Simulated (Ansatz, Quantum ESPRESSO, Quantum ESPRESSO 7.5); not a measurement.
**Band line-up of the CdS/MgSe(110) superlattice, 5 + 5 layers, a = 5.846 Å**

Wanted: the band alignment of the CdS/MgSe(110) superlattice, 5 + 5 layers, a = 5.846 Å.

Calculated with Quantum ESPRESSO 7.5; plane-wave DFT, LDA, GBRV ultrasoft pseudopotentials (cross-check by Ansatz 0.2.0 with PAW datasets).

Most raw output is cut from this account.

## (1) The starting structure

The cell holds 20 atoms: 5 Cd, 5 S, 5 Mg and 5 Se. Its edges and angles: a = 5.846 Å, b = 4.134 Å, c = 20.669 Å, α = 90.0°, β = 90.0°, γ = 90.0°. Regions: CdS, 10 atoms (5 Cd and 5 S); MgSe, 10 atoms (5 Mg and 5 Se). The structure's axis is c.

## (2) The superlattice in Ansatz, atoms held

The atoms stay on the ideal cubic sites, so that each half of the superlattice is the very crystal whose bulk edges are computed below.

Input file input.yaml:

```yaml
crystal:
  lattice:
    - [5.846, 0.0, 0.0]
    - [0.0, 4.1337462428, 0.0]
    - [0.0, 0.0, 20.6687312141]
  atoms:
    - { symbol: Cd, position: [0.0, 0.0, 0.0] }
    - { symbol: S, position: [0.25, 0.5, 0.0] }
    - { symbol: Cd, position: [0.5, 0.5, 0.1] }
    - { symbol: S, position: [0.75, 0.0, 0.1] }
    - { symbol: Cd, position: [0.0, 0.0, 0.2] }
    - { symbol: S, position: [0.25, 0.5, 0.2] }
    - { symbol: Cd, position: [0.5, 0.5, 0.3] }
    - { symbol: S, position: [0.75, 0.0, 0.3] }
    - { symbol: Cd, position: [0.0, 0.0, 0.4] }
    - { symbol: S, position: [0.25, 0.5, 0.4] }
    - { symbol: Mg, position: [0.5, 0.5, 0.5] }
    - { symbol: Se, position: [0.75, 0.0, 0.5] }
    - { symbol: Mg, position: [0.0, 0.0, 0.6] }
    - { symbol: Se, position: [0.25, 0.5, 0.6] }
    - { symbol: Mg, position: [0.5, 0.5, 0.7] }
    - { symbol: Se, position: [0.75, 0.0, 0.7] }
    - { symbol: Mg, position: [0.0, 0.0, 0.8] }
    - { symbol: Se, position: [0.25, 0.5, 0.8] }
    - { symbol: Mg, position: [0.5, 0.5, 0.9] }
    - { symbol: Se, position: [0.75, 0.0, 0.9] }
kpoints:
  mp_grid: { grid: [6, 8, 1] }
hamiltonian:
  xc: lda
scf:
  occupations: { method: fermi_dirac, width: 0.02 }
  convergence: { dr2_threshold: 1.0e-08 }
output:
  eigenvalues: true
  write_potential: true
  write_density: true
  volumetric_format: npy
checkpoint:
  write: relax.run
  compress: false
  write_wavefunctions: false
```

On the command line:

```console
> ansatz run input.yaml --threads 4 --pin off --max-ram 16384MiB --backend cpu --events-out ev --progress --plain --runs-dir out
```

It took 56 s on 4 threads of Arm Neoverse V1, shared host; peak memory 2.3 GiB; 3.7 min of CPU time.

Read from the output:

| Quantity | Value |
| --- | --- |
| free energy | -81379.8345 eV |
| Fermi energy | 6.410 eV |
| gap by band count | 1.342 eV |
| symmetry operations | 4 |

## (3) SCF with pw.x of bulk CdS

Each bulk is run alone at the common lattice constant, to place its band edges against its own mean potential.

Level of this step: plane-wave DFT, LDA, GBRV ultrasoft pseudopotentials (Quantum ESPRESSO 7.5).

System of this step: CdS, zinc blende at a = 5.846 Å. The structure is cubic, space group F-43m (No. 216). Conventional cell: a = 5.846 Å, b = 5.846 Å, c = 5.846 Å, α = 90.00°, β = 90.00°, γ = 90.00°. Nearest to Cd lie 4 S at 2.53 Å. S has 4 Cd at 2.53 Å nearest. Farther neighbours and most contacts between anions are not listed.

Input file a.in:

```
&control
  prefix = 'a'
  outdir = './out'
  pseudo_dir = './pseudo'
  calculation = 'scf'
  tprnfor = .true.
/
&system
  ibrav = 0
  nat = 4
  ntyp = 2
  ecutwfc = 40
  ecutrho = 200
  occupations = 'smearing'
  smearing = 'fd'
  degauss = 0.002
/
&electrons
  conv_thr = 1e-07
  mixing_beta = 0.5
  electron_maxstep = 120
/
ATOMIC_SPECIES
  Cd  112.4140  cd_lda_v1.uspp.F.UPF
  S   32.0600  s_lda_v1.4.uspp.F.UPF
CELL_PARAMETERS angstrom
  5.84600000000000 0.00000000000000 0.00000000000000
  0.00000000000000 4.13374624281656 0.00000000000000
  0.00000000000000 0.00000000000000 4.13374624281656
ATOMIC_POSITIONS crystal
  Cd  0.000000000000 0.000000000000 0.000000000000
  S   0.250000000000 0.500000000000 0.000000000000
  Cd  0.500000000000 0.500000000000 0.500000000000
  S   0.750000000000 0.000000000000 0.500000000000
K_POINTS automatic
  6 8 8 0 0 0
```

On the command line:

```console
> OMP_NUM_THREADS=1 mpirun -n 4 pw.x -nk 4 -in a.in > a.out
```

The job ended after 16 s (4 MPI ranks; peak memory 0.39 GiB).

This step gave:

```
free energy  : -3774.1256 eV
Fermi energy : 5.689 eV
```

The run needed 8 iterations to bring the estimated error under 1e-07 Ry.

## (4) Band structure of bulk CdS

The density is frozen and the levels are solved along a path.

a.bands.in is the input of step 3 with these lines changed:

```diff
@@ -1,7 +1,6 @@
 &control
-  prefix = 'a'
+  prefix = 'a.bands'
   outdir = './out'
   pseudo_dir = './pseudo'
-  calculation = 'scf'
-  tprnfor = .true.
+  calculation = 'bands'
 /
@@ -16,2 +15,3 @@
   degauss = 0.002
+  nbnd = 26
 /
@@ -34,3 +34,9 @@
   S   0.750000000000 0.000000000000 0.500000000000
-K_POINTS automatic
-  6 8 8 0 0 0
+K_POINTS crystal_b
+6
+  0.0000000000 0.0000000000 0.0000000000 20
+  1.0000000000 0.0000000000 0.0000000000 1
+  0.0000000000 0.0000000000 0.0000000000 20
+  0.5000000000 0.0000000000 0.5000000000 1
+  0.0000000000 0.0000000000 0.0000000000 20
+  0.0000000000 0.5000000000 0.5000000000 1
```

On the command line:

```console
> cp -r out/a.save out/a.bands.save
> cp out/a.xml out/a.bands.xml
> OMP_NUM_THREADS=1 mpirun -n 4 pw.x -nk 4 -in a.bands.in > a.bands.out
```

The job ended after 26 s (4 MPI ranks; peak memory 0.3 GiB).

Numbers from this step:

| Item | Value |
| --- | --- |
| valence top, on the run's zero | 5.262 eV |
| conduction bottom, on the run's zero | 6.079 eV |
| gap by band count | 0.8172 eV |

Band numbers count within the set of bands kept for display; the cell holds two formula units, so the X point along 001 folds onto the zone centre. Electronic bands along the path, in eV, zero at the Fermi level, which the smearing puts inside the gap; v1 is the highest filled band, c1 the lowest empty one:

```csv
point,v4,v3,v2,v1,c1,c2,c3,c4
L,-1.20,-1.20,-1.20,-1.20,2.29,2.29,6.38,6.38
halfway,-2.45,-1.81,-0.84,-0.84,2.07,3.54,4.84,5.60
Γ,-2.35,-0.43,-0.43,-0.43,0.39,2.89,3.70,5.88
halfway,-2.76,-2.67,-1.48,-1.48,2.91,4.15,4.77,4.81
X,-2.35,-2.35,-2.35,-2.35,2.89,2.89,3.70,3.70
```

## (5) Potential by pp.x of bulk CdS

plot_num = 11 writes the bare and Hartree potential, whose mean serves as the common reference.

Input file a.pot.in:

```
&inputpp
  prefix = 'a'
  outdir = './out'
  filplot = 'a.pot.dat'
  plot_num = 11
/
```

On the command line:

```console
> OMP_NUM_THREADS=1 mpirun -n 4 pp.x -in a.pot.in > a.pot.out
```

Run time: 0.89 s. Hardware: 4 MPI ranks; peak memory 0.09 GiB.

Electrostatic potential energy of an electron; zero at the Fermi level, which the smearing puts inside the gap. The potential energy, planar mean by z:

z (Å), potential energy, planar mean (eV) and a bar from the least value:
```
     0.00      -7.21 
     0.23      -6.02 ####
     0.34      -4.71 ########
     0.57      -1.58 ###################
     0.80       0.85 ###########################
     0.92       1.52 #############################
     1.15       1.52 #############################
     1.38      -0.20 #######################
     1.49      -1.58 ###################
     1.72      -4.71 ########
     1.95      -6.90 #
     2.07      -7.21 
     2.30      -6.02 ####
     2.53      -3.16 ##############
     2.64      -1.58 ###################
     2.87       0.85 ###########################
     3.10       1.77 ##############################
     3.22       1.52 #############################
     3.44      -0.20 #######################
     3.67      -3.16 ##############
     3.79      -4.71 ########
     4.02      -6.90 #
```

## (6) Macroscopic average of bulk CdS

A running mean over one period damps the atomic wiggles and leaves the mean of this pseudopotential's potential.

Input file a.avg.in:

```
1
a.pot.dat
1.0
40
3
7.8116482676
```

On the command line:

```console
> OMP_NUM_THREADS=1 average.x < a.avg.in > a.avg.out
```

Elapsed: 0.5 s, on 1 MPI rank; peak memory 0.1 GiB.

Read from the output:

- average.x's running mean over the crystal, on the run's own zero: 3.142 eV
- mean potential by an exact Fourier window over the crystal, on the run's own zero: 3.142 eV

Electrostatic potential energy of an electron; zero at the Fermi level, which the smearing puts inside the gap; window 4.1337 Å. The potential energy, running mean stays at -2.55 eV for z from 0 to 4.03 Å.

## (7) SCF with pw.x of bulk MgSe

System of this step: MgSe, zinc blende at a = 5.846 Å. The structure is cubic, space group F-43m (No. 216). The conventional cell has a = 5.846 Å, b = 5.846 Å, c = 5.846 Å, α = 90.00°, β = 90.00°, γ = 90.00°. Mg has 4 Se at 2.53 Å nearest. Nearest to Se lie 4 Mg at 2.53 Å. Farther neighbours and most contacts between anions are not listed.

Input file b.in:

```
&control
  prefix = 'b'
  outdir = './out'
  pseudo_dir = './pseudo'
  calculation = 'scf'
  tprnfor = .true.
/
&system
  ibrav = 0
  nat = 4
  ntyp = 2
  ecutwfc = 40
  ecutrho = 200
  occupations = 'smearing'
  smearing = 'fd'
  degauss = 0.002
/
&electrons
  conv_thr = 1e-07
  mixing_beta = 0.5
  electron_maxstep = 120
/
ATOMIC_SPECIES
  Mg  24.3050  mg_lda_v1.4.uspp.F.UPF
  Se  78.9710  se_lda_v1.uspp.F.UPF
CELL_PARAMETERS angstrom
  5.84600000000000 0.00000000000000 0.00000000000000
  0.00000000000000 4.13374624281656 0.00000000000000
  0.00000000000000 0.00000000000000 4.13374624281656
ATOMIC_POSITIONS crystal
  Mg  0.000000000000 0.000000000000 0.000000000000
  Se  0.250000000000 0.500000000000 0.000000000000
  Mg  0.500000000000 0.500000000000 0.500000000000
  Se  0.750000000000 0.000000000000 0.500000000000
K_POINTS automatic
  6 8 8 0 0 0
```

On the command line:

```console
> OMP_NUM_THREADS=1 mpirun -n 4 pw.x -nk 4 -in b.in > b.out
```

Run time: 12 s. Hardware: 4 MPI ranks; peak memory 0.4 GiB.

Numbers from this step:

* free energy: -4583.2546 eV
* Fermi energy: 4.366 eV

## (8) Bands along a path of bulk MgSe

b.bands.in is the input of step 7 with these lines changed:

```diff
@@ -1,7 +1,6 @@
 &control
-  prefix = 'b'
+  prefix = 'b.bands'
   outdir = './out'
   pseudo_dir = './pseudo'
-  calculation = 'scf'
-  tprnfor = .true.
+  calculation = 'bands'
 /
@@ -16,2 +15,3 @@
   degauss = 0.002
+  nbnd = 24
 /
@@ -34,3 +34,9 @@
   Se  0.750000000000 0.000000000000 0.500000000000
-K_POINTS automatic
-  6 8 8 0 0 0
+K_POINTS crystal_b
+6
+  0.0000000000 0.0000000000 0.0000000000 20
+  1.0000000000 0.0000000000 0.0000000000 1
+  0.0000000000 0.0000000000 0.0000000000 20
+  0.5000000000 0.0000000000 0.5000000000 1
+  0.0000000000 0.0000000000 0.0000000000 20
+  0.0000000000 0.5000000000 0.5000000000 1
```

On the command line:

```console
> cp -r out/b.save out/b.bands.save
> cp out/b.xml out/b.bands.xml
> OMP_NUM_THREADS=1 mpirun -n 4 pw.x -nk 4 -in b.bands.in > b.bands.out
```

Wall time 16 s (4 MPI ranks); peak memory 0.31 GiB; 64 s of CPU time.

This step gave:

| Property | Result |
| --- | --- |
| valence top, on the run's zero | 3.147 eV |
| conduction bottom, on the run's zero | 5.750 eV |
| gap by band count | 2.602 eV |

Band numbers count within the set of bands kept for display; the cell holds two formula units, so the X point along 001 folds onto the zone centre. The electronic bands at the labelled points (eV, zero at the Fermi level, which the smearing puts inside the gap; v1 is the highest filled band, c1 the lowest empty one):

```csv
point,v4,v3,v2,v1,c1,c2,c3,c4
L,-1.61,-1.61,-1.61,-1.61,2.96,2.96,5.67,5.67
halfway,-2.74,-2.05,-1.43,-1.43,2.96,3.27,5.19,6.00
Γ,-2.41,-1.22,-1.22,-1.22,1.38,1.99,3.58,5.91
halfway,-3.24,-2.75,-1.89,-1.89,3.32,3.87,4.41,6.09
X,-2.41,-2.41,-2.41,-2.41,1.99,1.99,3.58,3.58
```

## (9) Electrostatic potential of bulk MgSe

Input file b.pot.in:

```
&inputpp
  prefix = 'b'
  outdir = './out'
  filplot = 'b.pot.dat'
  plot_num = 11
/
```

On the command line:

```console
> OMP_NUM_THREADS=1 mpirun -n 4 pp.x -in b.pot.in > b.pot.out
```

The job ended after 0.89 s (4 MPI ranks; peak memory 0.1 GiB; 3.2 s of CPU time).

## (10) Macroscopic average of bulk MgSe

Input file b.avg.in:

```
1
b.pot.dat
1.0
40
3
7.8116482676
```

On the command line:

```console
> OMP_NUM_THREADS=1 average.x < b.avg.in > b.avg.out
```

Run time: 0.49 s. Hardware: 1 MPI rank; peak memory 0.1 GiB.

Numbers from this step:

| Item | Value |
| --- | --- |
| average.x's running mean over the crystal, on the run's own zero | 1.141 eV |
| mean potential by an exact Fourier window over the crystal, on the run's own zero | 1.141 eV |

## (11) Ground state of the superlattice

The superlattice gives the step of the mean potential between the two crystals; (110) layers are neutral, so no field builds up.

System of this step: CdS/MgSe(110) superlattice, 5 + 5 layers, a = 5.846 Å. The cell holds 20 atoms: 5 Cd, 5 S, 5 Mg and 5 Se. Cell: a = 5.846 Å, b = 4.134 Å, c = 20.669 Å, α = 90.0°, β = 90.0°, γ = 90.0°. Regions: CdS, 10 atoms (5 Cd and 5 S); MgSe, 10 atoms (5 Mg and 5 Se). The structure's axis is c.

Input file ab.in:

```
&control
  prefix = 'ab'
  outdir = './out'
  pseudo_dir = './pseudo'
  calculation = 'scf'
  tprnfor = .true.
/
&system
  ibrav = 0
  nat = 20
  ntyp = 4
  ecutwfc = 40
  ecutrho = 200
  occupations = 'smearing'
  smearing = 'fd'
  degauss = 0.002
/
&electrons
  conv_thr = 1e-07
  mixing_beta = 0.5
  electron_maxstep = 120
/
ATOMIC_SPECIES
  Cd  112.4140  cd_lda_v1.uspp.F.UPF
  S   32.0600  s_lda_v1.4.uspp.F.UPF
  Mg  24.3050  mg_lda_v1.4.uspp.F.UPF
  Se  78.9710  se_lda_v1.uspp.F.UPF
CELL_PARAMETERS angstrom
  5.84600000000000 0.00000000000000 0.00000000000000
  0.00000000000000 4.13374624280000 0.00000000000000
  0.00000000000000 0.00000000000000 20.66873121410000
ATOMIC_POSITIONS crystal
  Cd  0.000000000000 0.000000000000 0.000000000000
  S   0.250000000000 0.500000000000 0.000000000000
  Cd  0.500000000000 0.500000000000 0.100000000000
  S   0.750000000000 0.000000000000 0.100000000000
  Cd  0.000000000000 0.000000000000 0.200000000000
  S   0.250000000000 0.500000000000 0.200000000000
  Cd  0.500000000000 0.500000000000 0.300000000000
  S   0.750000000000 0.000000000000 0.300000000000
  Cd  0.000000000000 0.000000000000 0.400000000000
  S   0.250000000000 0.500000000000 0.400000000000
  Mg  0.500000000000 0.500000000000 0.500000000000
  Se  0.750000000000 0.000000000000 0.500000000000
  Mg  0.000000000000 0.000000000000 0.600000000000
  Se  0.250000000000 0.500000000000 0.600000000000
  Mg  0.500000000000 0.500000000000 0.700000000000
  Se  0.750000000000 0.000000000000 0.700000000000
  Mg  0.000000000000 0.000000000000 0.800000000000
  Se  0.250000000000 0.500000000000 0.800000000000
  Mg  0.500000000000 0.500000000000 0.900000000000
  Se  0.750000000000 0.000000000000 0.900000000000
K_POINTS automatic
  6 8 1 0 0 0
```

On the command line:

```console
> OMP_NUM_THREADS=1 mpirun -n 4 pw.x -nk 2 -in ab.in > ab.out
```

Run time: 9.7 min. Hardware: 4 MPI ranks; peak memory 1.6 GiB; 39 min of CPU time.

Numbers from this step:

- free energy: -20893.4844 eV
- Fermi energy: 5.227 eV

The program's own clock; routines nest. Time by routine:

```csv
routine,wall time (s),calls
PWSCF,583.9,1
electrons,570,1
c_bands,513.4,17
cegterg,478.8,170
h_psi,249,1295
fftw,125.9,139278
vloc_psi,121.7,1295
calbec,84.75,1505
h_psi:calbec,63.32,1295
add_vuspsi,62.13,1295
s_psi,61.93,1295
sum_band,46.47,17
cdiaghg,16.25,1285
newd,10.31,18
```

The run needed 17 iterations to bring the estimated error under 1e-07 Ry; the largest force on any atom, held or free, is 0.62 eV/Å.

## (12) Electrostatic potential of the superlattice

Input file ab.pot.in:

```
&inputpp
  prefix = 'ab'
  outdir = './out'
  filplot = 'ab.pot.dat'
  plot_num = 11
/
```

On the command line:

```console
> OMP_NUM_THREADS=1 mpirun -n 4 pp.x -in ab.pot.in > ab.pot.out
```

Run time: 1.8 s. Hardware: 4 MPI ranks; peak memory 0.18 GiB.

Electrostatic potential energy in the ca plane at fractional y = 0.000, with atoms of Cd and S and Se and Mg within 0.2 Å of it. With pseudopotentials it is smooth inside the atoms' cores, unlike the true potential.

Ten even steps from '0' (-83 eV) to '9' (5 eV), each cell a mean:
```
45799999975446899999864457899999851278999998
56898778986567898779876568886689876789876789
88986225898889974137998889851158998899721279
99983002899999960006999999720027999998500058
99985004899999972017999999830038999999610169
99997557999999986568999999974479999999853589
99999999999999999999999999998899999999998999
99999999999999999999999999999999999999999999
99999999999999999999999999999999999999999999
99999999999999999999999999999999999999999999
99999999999999999999999999999999999999999999
99999999999999999999999999999999999999999999
99999999999999999999999999999999999999999999
67899999987678999999987678999999987889999999
45799999975456899999865457999999863478999999
34689999975345899999854346899999830168999998
```
Columns run along c (16.0 Å, from fractional 0.00 to 0.77 of the cell; values clipped at the 3rd and 97th percentile), rows up along a (5.8 Å). Atoms in or near the plane, at fractional coordinates: Cd at (0.00, 0.00), S at (0.10, 0.75), Cd at (0.20, 0.00), S at (0.30, 0.75), Cd at (0.40, 0.00), Se at (0.50, 0.75), Mg at (0.60, 0.00), Se at (0.70, 0.75).

## (13) Macroscopic average of the superlattice

Input file ab.avg.in:

```
1
ab.pot.dat
1.0
200
3
7.8116482676
```

On the command line:

```console
> OMP_NUM_THREADS=1 average.x < ab.avg.in > ab.avg.out
```

The job ended after 0.59 s (1 MPI rank; peak memory 0.12 GiB).

Read from the output:

| Property | Result |
| --- | --- |
| average.x's running mean in the CdS layers, on the run's own zero | 2.443 eV |
| slope of the running mean in the CdS layers | 2.92e-4 eV/Å |
| mean potential by an exact Fourier window in the CdS layers, on the run's own zero | 2.443 eV |
| average.x's running mean in the MgSe layers, on the run's own zero | 1.845 eV |
| slope of the running mean in the MgSe layers | -3.16e-4 eV/Å |
| mean potential by an exact Fourier window in the MgSe layers, on the run's own zero | 1.845 eV |

Electrostatic potential energy of an electron; zero at the Fermi level; window 4.1337 Å. Potential energy, running mean against z:

```csv
z (Å),"potential energy, running mean (eV)"
0.0,-2.95
0.5,-2.84
1.0,-2.83
1.5,-2.81
2.0,-2.79
2.5,-2.79
3.0,-2.78
3.5,-2.78
4.0,-2.78
4.5,-2.78
5.0,-2.78
5.5,-2.78
6.0,-2.79
6.5,-2.80
7.0,-2.82
7.5,-2.84
8.0,-2.87
8.5,-3.02
9.0,-3.07
9.5,-3.11
10.0,-3.14
10.5,-3.29
11.0,-3.34
11.5,-3.35
12.0,-3.37
12.5,-3.38
13.0,-3.38
13.5,-3.38
14.0,-3.38
14.5,-3.38
15.0,-3.38
15.5,-3.38
16.0,-3.38
16.5,-3.38
17.0,-3.37
17.5,-3.35
18.0,-3.34
18.5,-3.27
19.0,-3.13
19.5,-3.10
20.0,-3.07
20.5,-3.00
```

## (14) Projections on atomic orbitals

Projections on atomic orbitals tell which layers and orbitals hold the states near the zero of energy.

Input file pdos.in:

```
&projwfc
  prefix = 'ab'
  outdir = './out'
  filpdos = 'pdos'
  Emin = 2.227
  Emax = 9.227
  DeltaE = 0.05
  ngauss = 0
  degauss = 0.006
/
```

On the command line:

```console
> OMP_NUM_THREADS=1 mpirun -n 4 projwfc.x -in pdos.in > pdos.out
```

Elapsed: 5.8 s, on 4 MPI ranks; peak memory 0.39 GiB.

This step gave:

- spilling of the projection: 0.0049

The density of states has structure finer than the step of the table below, so its rows give means over 0.2 eV, whole bins alone (the curve runs from -3.00 to 3.60 eV). Peaks (eV: height): -2.90: 17.7, -2.45: 31, -1.90: 25.6, 3.45: 16.9.

Gaussian width 0.006 Ry; cut where the computed bands begin to run out. Table of density of states by energy, zero at the Fermi level; means over each step:

```csv
energy (eV),density of states (states/eV a cell)
-2.8,15.0
-2.6,21.1
-2.4,27.5
-2.2,22.3
-2.0,23.6
-1.8,22.3
-1.6,17.4
-1.4,13.4
-1.2,7.30
-1.0,4.59
-0.8,1.10
-0.6,0.0510
-0.4,0
-0.2,0
0.0,0
0.2,0
0.4,0.0259
0.6,0.179
0.8,0.00364
1.0,0.194
1.2,0.624
1.4,0.593
1.6,0.266
1.8,0.588
2.0,2.23
2.2,4.72
2.4,5.64
2.6,6.97
2.8,7.21
3.0,10.3
3.2,14.4
3.4,15.6
```

Projected DOS an atom over height of the atomic layer and energy from the Fermi level. Columns are the atomic layers from the bottom up.

Ten even steps from '_' (0.00 states/eV) to '@' (1.41 states/eV), each cell a mean:
```
==++==++==::::::::::
++==--==++....::....
----::----__________
::::::::::__________
::::::::::__________
__......____________
____________________
____________________
____________________
____________________
____________________
____________________
____________________
____________________
____________________
::------::__________
++******++--......--
####**####**++++++**
%%######%%##@@@@@@##
%%######%%##@@@@@@##
%%######%%##%%%%%%##
++++++++++++++++++++
```
Columns: height of the atomic layer (Å) from 0 to 18.6; rows upwards: energy from the Fermi level (eV) from -3.00 to 3.60.

Löwdin valence electrons by atom:

```csv
atom,Löwdin valence electrons (e)
Cd1,12.0
S2,6.3
Cd3,11.9
S4,6.1
Cd5,11.9
S6,6.1
Cd7,11.9
S8,6.1
Cd9,12.0
S10,6.3
Mg11,8.6
Se12,6.9
Mg13,8.6
Se14,7.2
Mg15,8.6
Se16,7.2
Mg17,8.6
Se18,7.2
Mg19,8.6
Se20,6.9
```

The atomic orbitals miss 0.5 % of the occupied states; for empty states the projections can miss much more.

(Part 1 of 2 ends here.)

[Logs are printed without paths, hosts, clocks, repeated set-up lines and the standing remarks that a program may print on its own settings, such as how far it seeks lower states.]

[Hosts, paths, dates, database ids (printed as entryN), source tags and the programs' standing remarks are cut or masked in the printed files.]

[Maps of the electrostatic potential energy from Ansatz leave out the sawtooth potential of an applied field or a dipole correction, so their vacuum need not be flat; planar profiles and work functions include it.]
